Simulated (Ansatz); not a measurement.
# K2RbRh, from a guessed structure to a relaxed one, part 2 of 2

This structure for K2RbRh is made up. Its elements were placed in a known structure type with a cell scaled to their sizes. What cell does the guess relax to, and how far off was it?

Ansatz 0.2.0; DFT, PBE, plane-wave PAW, files of the set soft_1, scalar-relativistic, no spin, cell and ions relaxed at zero pressure; PAW set soft_1 (the session's first sound run).

So far: Starting point; Relaxation of the guess. The relaxed cell has a = 7.856, c = 5.464 Å (conventional setting).

## Step 3: Electronic structure of the relaxed cell

A second self-consistent run takes a narrower smearing and the mesh shown in its input; the bands follow along the standard path of the relaxed lattice.

This step: DFT, PBE, plane-wave PAW, files of the set soft_1, scalar-relativistic, no spin, bands and density of states at the relaxed cell; PAW set soft_1 (Ansatz 0.2.0).

Input file input.yaml:

```yaml
crystal:
  lattice:
    - [7.8561830836, 0.0, 0.0]
    - [0.0, 7.8561830836, 0.0]
    - [0.0, 0.0, 5.4638086433]
  atoms:
    - { symbol: Rh, position: [0.0, 0.5, 0.0] }
    - { symbol: Rh, position: [0.5, 0.0, 0.0] }
    - { symbol: Rb, position: [0.0, 0.0, 0.0] }
    - { symbol: Rb, position: [0.5, 0.5, 0.0] }
    - { symbol: K, position: [0.3333183458, 0.1666816542, 0.5] }
    - { symbol: K, position: [0.6666816542, 0.8333183458, 0.5] }
    - { symbol: K, position: [0.8333183458, 0.3333183458, 0.5] }
    - { symbol: K, position: [0.1666816542, 0.6666816542, 0.5] }
kpoints:
  mp_grid: { grid: [4, 4, 6] }
  band_path:
    path:
      - [[0.0, 0.0, 0.0], [0.0, 0.5, 0.0], [0.5, 0.5, 0.0], [0.0, 0.0, 0.0], [0.0, 0.0, 0.5], [0.0, 0.5, 0.5], [0.5, 0.5, 0.5], [0.0, 0.0, 0.5]]
      - [[0.0, 0.5, 0.0], [0.0, 0.5, 0.5]]
      - [[0.5, 0.5, 0.0], [0.5, 0.5, 0.5]]
    npoints: 8
scf:
  occupations: { method: fermi_dirac, width: 0.03 }
  n_extra_bands: 12
hamiltonian:
  xc: pbe
  pseudopotentials: { kind: paw, azcp: { folder: soft_1 } }
output:
  forces: true
  stress: true
  write_bands: true
  dos: { projected: true }
  write_density: true
  write_potential: true
  elf: true
  volumetric_format: npy
```

Launch:

```console
$ ansatz run input.yaml --threads 4 --pin off --max-ram 10240MiB --backend cpu --events-out ev --progress --plain --runs-dir out
```

Numbers of over 12 decimals in the logs are rounded to 6 here.

The log of the run:

```text
[...]
Crystal: 8 atoms, lattice volume = 337.224 Å³
Basis set: ecut = 420 eV, 6595 PW (Γ), exchange–correlation on 108×108×80 points (8 copies of the dense FFT grid, shifted against one another)
Bands: 56, of which v1, the nominal top of the filled ones, is band 44 counted from 1 (43 counted from 0)
Symmetry: 16 space group operations
[...]
k-points: 24 of 96
[...]
SCF iter   1: F=—  HF=-25515.829290 eV  |F-HF|=—  |Δ(HF+E_count)|=         —  Δρ=2.48e-1  dr2=5.26e2  ethr=3.10e-3  ⟨swp⟩=12.9  Hψ=6987  notcnv=0
[...]
SCF iter  12: F=-25486.556213 eV  HF=-25486.556213 eV  |F-HF|=4.04e-8  |Δ(HF+E_count)|=   1.72e-7  Δρ=3.76e-6  dr2=8.78e-8  ethr=1.14e-10  ⟨swp⟩=17.7  Hψ=10091  notcnv=0
SCF 1 converged in 12 iterations: F = -25486.556213 eV  dr2 = 8.78e-8
[...]
NSCF: frozen V_eff on 75 k-points
SCF converged after 12 iterations
Free energy (F): -25486.556213 eV
[...]
Internal energy: -25486.524609 eV  (E = F + TS)
E sigma→0 (E₀):  -25486.540411 eV
Entropy (-TS):   -0.031604 eV (-3.950 meV/atom)
Fermi energy:    4.698741 eV
[...]
--- Forces (eV/Å), atoms counted from 1 ---
  atom   1  Rh     0.00000000     0.00000000     0.00000000
  atom   2  Rh     0.00000000    -0.00000000     0.00000000
  atom   3  Rb    -0.00000000     0.00000000     0.00000000
  atom   4  Rb    -0.00000000    -0.00000000     0.00000000
  atom   5  K      0.00211699    -0.00211699     0.00000000
  atom   6  K     -0.00211699     0.00211699     0.00000000
  atom   7  K      0.00211699     0.00211699     0.00000000
  atom   8  K     -0.00211699    -0.00211699     0.00000000
  max |Σ_I F_I| component: 8.67e-19 eV/Å
--- Stress (GPa, compression-positive) ---
       -0.021397       0.000000       0.000000
        0.000000      -0.021397       0.000000
        0.000000       0.000000      -0.004680
  P = ⅓ Tr σ = -0.0158 GPa (-0.158 kbar)
--- Band table (eV; the first three rows and the last of 24) ---
  k-point 0: bands = [... 40 lower, 4.5469, 4.5469, 4.5490, 4.6457, 5.3589, 5.3743, 5.3743, 5.3872, ... 8 higher]
  k-point 1: bands = [... 40 lower, 4.5006, 4.5006, 4.5639, 4.6547, 5.3226, 5.5455, 5.5857, 5.5857, ... 8 higher]
  k-point 2: bands = [... 40 lower, 4.4689, 4.4829, 4.5948, 4.6719, 4.9039, 5.9982, 6.0339, 6.0339, ... 8 higher]
  k-point 23: bands = [... 40 lower, 4.5566, 4.5566, 4.7317, 4.7317, 5.0489, 5.0489, 5.2694, 5.2694, ... 8 higher]
```

Wall time 17 s (4 threads of Arm Neoverse V2, shared host); peak memory 1.4 GiB; 64 s of CPU time.

In the SCF lines HF is the Harris–Foulkes energy and dr2 the Hartree energy of the density residual, in eV; the loop may stop once dr2 is under the threshold and the program's other checks hold. Hψ counts applications of the Hamiltonian.

This step gave:

* free energy: -25486.5562 eV
* energy at zero smearing: -25486.5404 eV
* smearing term TS: 0.03160 eV
* Fermi energy: 4.699 eV
* pressure: -0.01582 GPa

From bands.tsv, the bands that come nearest the Fermi level along the path, at its corners, in eV from the Fermi level:

```tsv
point	band 41	band 42	band 43	band 44	band 45	band 46	band 47	band 48
Γ	-0.15	-0.15	-0.15	-0.05	0.66	0.68	0.68	0.69
X	-0.15	-0.15	-0.14	-0.14	0.41	0.41	1.30	1.30
M	-0.14	-0.14	-0.12	-0.12	-0.03	-0.03	1.50	1.50
Γ	-0.15	-0.15	-0.15	-0.05	0.66	0.68	0.68	0.69
Z	-0.24	-0.22	-0.16	-0.09	-0.01	1.71	1.81	1.81
R	-0.16	-0.16	-0.14	-0.14	0.26	0.26	1.49	1.49
A	-0.14	-0.14	0.03	0.03	0.35	0.35	0.57	0.57
Z	-0.24	-0.22	-0.16	-0.09	-0.01	1.71	1.81	1.81
X	-0.15	-0.15	-0.14	-0.14	0.41	0.41	1.30	1.30
R	-0.16	-0.16	-0.14	-0.14	0.26	0.26	1.49	1.49
M	-0.14	-0.14	-0.12	-0.12	-0.03	-0.03	1.50	1.50
A	-0.14	-0.14	0.03	0.03	0.35	0.35	0.57	0.57
```

States per cell as run, both spins, in windows of 1 eV, from dos.tsv (zero at the Fermi level):

| from | to | total |
| --- | --- | --- |
| -8 | -7 | 0.00 |
| -7 | -6 | 0.00 |
| -6 | -5 | 0.00 |
| -5 | -4 | 0.00 |
| -4 | -3 | 0.00 |
| -3 | -2 | 0.20 |
| -2 | -1 | 2.21 |
| -1 | 0 | 21.61 |
| 0 | 1 | 4.22 |
| 1 | 2 | 6.36 |
| 2 | 3 | 6.63 |

A further 64.0 states lie below the table's range.

Valence density in the ab plane at fractional z = 0.000, with atoms of Rh and Rb within 0.2 Å of it. It is the smooth field of the valence electrons, not physical close to the nuclei.

Ten steps, logarithmic in the rise over the least value, from '_' (0 e/Å³) to '@' (13 e/Å³), each cell a mean:
```
++++==::______..--##@@@@%%++::..____..--++++
++++--..______..::++####**--..________::==++
----..__________..::--==--::..________..::--
....______________..........______________..
____________________________________________
____________________________________________
....______________________________________..
::::..____________..::::::..__________....::
**++--..________..--==++==::..________::--++
%%##++::..____..--++++++++==::______..--**%%
@@%%**::..____..--++++++++++::______..==##@@
@@%%++::..____..--++++++++==::______..--##@@
##**--..________::==++++++--..______..::++##
==--::..________..::------..__________..::--
....________________......______________....
____________________________________________
____________________________________________
____________________....____________________
::::..__________....::::::..____________..::
++==::..______..::--++**++--..________..--==
++++==::______..--**%%%%##++::______..--++++
++++++::______..==##@@@@%%**::..____..--++++
```
Columns run along a (7.9 Å), rows up along b (7.9 Å). Atoms in or near the plane, at fractional coordinates: Rh at (0.00, 0.50), Rh at (0.50, 0.00), Rb at (0.00, 0.00), Rb at (0.50, 0.50).

ELF in the ab plane at fractional z = 0.000, with atoms of Rh and Rb within 0.2 Å of it. It is the smooth field of the valence electrons, not physical close to the nuclei.

Ten even steps from '_' (0.04) to '@' (0.85), each cell a mean:
```
--%%@@**____::::--**##%%##==::::..__::%%@@++
@@@@@@==____..::::==****++--::::..__..**@@@@
@@%%++..____..::..::------::::::::____::**%%
--::________..::::::::::::::::::..______..::
__________..........::::::::::::..__________
......::......______________................
::::::::::..____________________....::::::::
::::::::::::____..==**##++::______..::..::::
++==::::::..____++@@@@@@@@##::____..::::--==
##**==::::..__::%%@@%%**@@@@++____..::::++##
%%##++::::..__--@@@@--__**@@##____::::--**%%
%%##==::::..__::%%@@++--%%@@**____::::--**##
**++--::::..__..**@@@@@@@@@@==____::::::==**
--::::..::..____::**%%@@%%++..____::::::::--
::::::::::..______..::--::______..::::::::::
::..........____________________....::::::::
________........::....................______
__________..::::::::::::::::::::..__________
##++::____..::::::::::::::....::..____..==**
@@@@##::____::::::--==++==::..::..____++@@@@
**@@@@++____::::--++####**==::::..__::%%@@%%
__**@@##____::::--**%%%%##++::::..__--@@@@--
```
Columns run along a (7.9 Å), rows up along b (7.9 Å). Atoms in or near the plane, at fractional coordinates: Rh at (0.00, 0.50), Rh at (0.50, 0.00), Rb at (0.00, 0.00), Rb at (0.50, 0.50).

Electrostatic potential energy in the ab plane at fractional z = 0.000, with atoms of Rh and Rb within 0.2 Å of it. With pseudopotentials it is smooth inside the atoms' cores, unlike the true potential.

Ten even steps from '_' (-79 eV) to '@' (8 eV), each cell a mean:
```
__..**%%@@@@@@@@%%==..__::**@@@@@@@@@@%%==__
--++%%@@@@@@@@@@@@##====++%%@@@@@@@@@@%%##==
%%%%@@@@@@@@@@@@@@@@%%%%%%@@@@@@@@@@@@@@%%%%
@@@@@@@@@@@@@@@@@@@@@@@@@@@@@@@@@@@@@@@@@@@@
@@@@@@@@@@@@@@@@@@@@@@@@@@@@@@@@@@@@@@@@@@@@
@@@@@@@@@@@@@@@@@@@@@@@@@@@@@@@@@@@@@@@@@@@@
@@@@@@@@@@@@@@@@@@@@@@@@@@@@@@@@@@@@@@@@@@@@
@@@@@@@@@@@@@@@@@@@@%%%%@@@@@@@@@@@@@@@@@@@@
**##@@@@@@@@@@@@@@%%**++##%%@@@@@@@@@@@@%%**
::==##@@@@@@@@@@%%++..__::##@@@@@@@@@@%%++::
__::**@@@@@@@@@@%%--______++%%@@@@@@@@%%==__
__::**@@@@@@@@@@%%==____..**%%@@@@@@@@%%==..
==++%%@@@@@@@@@@%%##==--++%%@@@@@@@@@@@@##==
%%%%@@@@@@@@@@@@@@%%%%%%%%@@@@@@@@@@@@@@@@%%
@@@@@@@@@@@@@@@@@@@@@@@@@@@@@@@@@@@@@@@@@@@@
@@@@@@@@@@@@@@@@@@@@@@@@@@@@@@@@@@@@@@@@@@@@
@@@@@@@@@@@@@@@@@@@@@@@@@@@@@@@@@@@@@@@@@@@@
@@@@@@@@@@@@@@@@@@@@@@@@@@@@@@@@@@@@@@@@@@@@
%%@@@@@@@@@@@@@@@@@@@@@@@@@@@@@@@@@@@@@@@@%%
++##%%@@@@@@@@@@@@%%****##@@@@@@@@@@@@@@%%**
__::##@@@@@@@@@@%%++::::==##@@@@@@@@@@%%++..
____++%%@@@@@@@@%%==____::**@@@@@@@@@@%%--__
```
Columns run along a (7.9 Å; values clipped at the 3rd and 97th percentile), rows up along b (7.9 Å). Atoms in or near the plane, at fractional coordinates: Rh at (0.00, 0.50), Rh at (0.50, 0.00), Rb at (0.00, 0.00), Rb at (0.50, 0.50).

## Step 4: Results

```json
{"space group, relaxed": "P4/mbm", "conventional cell": "a = 7.856, b = 7.856, c = 5.464 Å; α = 90.0°, β = 90.0°, γ = 90.0°", "volume per atom": "42.15 Å³ (guess 40.26)"}
```

**Reading.** K2RbRh relaxes to P4/mbm with a = 7.856, b = 7.856 and c = 5.464 Å. The guessed volume was 4 % too small. The space group P4/mbm was held in the relaxation, so the end point is a stationary structure within it and may be a saddle against distortions or other arrangements. Bands cross the Fermi level, so it is a metal or semimetal at this level. On the 4×4×6 mesh with the narrower smearing (relaxed on 4×4×5) the largest force component is 0.002 eV/Å and the largest stress component is 0.021 GPa, within the relaxation's thresholds of 0.015 eV/Å and 0.05 GPa. The cutoff wasn't tested. No dispersion term is used, so weakly bound directions may come out too long. The runs have no spin, and magnetism wasn't tested. Nothing here tests whether the compound is stable against decomposition.

[Logs are printed without paths, hosts, clocks, repeated set-up lines and the standing remarks that a program may print on its own settings, such as how far it seeks lower states.]

[Hosts, paths, dates, database ids (printed as entryN), source tags and the programs' standing remarks are cut or masked in the printed files.]
